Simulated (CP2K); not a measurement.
Consider 3-fluorocarbonylthiophene at its PBE geometry (Å).

```xyz
11

O     2.6487    0.9599   -0.2667
C     1.8559    0.0660   -0.1344
F     2.3118   -1.2503   -0.0419
C     0.3973    0.1338   -0.0432
C    -0.4959   -0.9711    0.1200
C    -1.8060   -0.5711    0.1798
S    -1.9521    1.1402    0.0328
C    -0.2699    1.3487   -0.1078
H    -0.1689   -2.0047    0.1900
H    -2.6939   -1.1834    0.3019
H     0.1730    2.3320   -0.2304
```

Method: CP2K XAS_TDP, all-electron GAPW, PBEh(45%), aug-cc-pVDZ, TDA, GW2X-corrected core level, no relativity.

**Question.** Predict the bright core excitations at the C K edge.

Leading lines: C2 290.33 eV, C4 287.09 eV, C5 287.44 eV, C6 287.22 eV and C8 286.52 eV. The leading line of an atom is its first one with 35 % of the strongest within 2.5 eV of its lowest line over the strength cut. Core ionisation energies at this level: C5 292.74, C6 292.79, C8 293.09, C2 297.61 and C4 292.70 eV.

The first six lines of each atom with a strength over 0.0015:

| atom | energy (eV) | states | strength, one atom | above the computed threshold |
| --- | --- | --- | --- | --- |
| C2 (bonded to C, F and O) | 290.33 | 1 | 0.0671 |  |
|  | 295.03 | 1 | 0.0067 |  |
|  | 295.07 | 1 | 0.0416 |  |
|  | 296.28 | 1 | 0.0067 |  |
|  | 296.69 | 1 | 0.0061 |  |
|  | 296.73 | 1 | 0.0072 |  |
| C4 (bonded to 3 C) | 287.09 | 1 | 0.0252 |  |
|  | 290.61 | 1 | 0.0349 |  |
|  | 290.90 | 1 | 0.0072 |  |
|  | 291.06 | 1 | 0.0021 |  |
|  | 291.88 | 1 | 0.0021 |  |
|  | 291.92 | 1 | 0.0019 |  |
| C5 (bonded to 2 C and H) | 287.44 | 1 | 0.0520 |  |
|  | 290.73 | 1 | 0.0091 |  |
|  | 290.98 | 1 | 0.0052 |  |
|  | 291.67 | 1 | 0.0049 |  |
|  | 292.15 | 1 | 0.0039 |  |
|  | 292.69 | 1 | 0.0051 |  |
| C6 (bonded to C, S and H) | 287.22 | 1 | 0.0487 |  |
|  | 289.40 | 1 | 0.0015 |  |
|  | 289.65 | 1 | 0.0338 |  |
|  | 290.56 | 1 | 0.0141 |  |
|  | 291.45 | 1 | 0.0037 |  |
|  | 291.69 | 1 | 0.0031 |  |
| C8 (bonded to C, S and H) | 286.52 | 1 | 0.0511 |  |
|  | 290.10 | 1 | 0.0312 |  |
|  | 291.10 | 1 | 0.0126 |  |
|  | 291.78 | 1 | 0.0050 |  |
|  | 292.06 | 1 | 0.0054 |  |
|  | 293.06 | 1 | 0.0042 |  |

Lines are vertical, at one geometry, with no vibrational structure. GW2X ionisation energies and lines can be off by 1 to 2 eV either way, and a good line position may hide errors that cancel. These values hold no scalar relativity, about 0.1 eV for C 1s. Rydberg lines, and the discretised continuum above threshold, depend on the basis and the box.

[Banner, clock and machine lines of the logs are left out without a mark of their own.]

[Logs are printed without paths, hosts, clocks, repeated set-up lines and the standing remarks that a program may print on its own settings, such as how far it seeks lower states.]

[Hosts, paths, dates, database ids (printed as entryN), source tags and the programs' standing remarks are cut or masked in the printed files.]
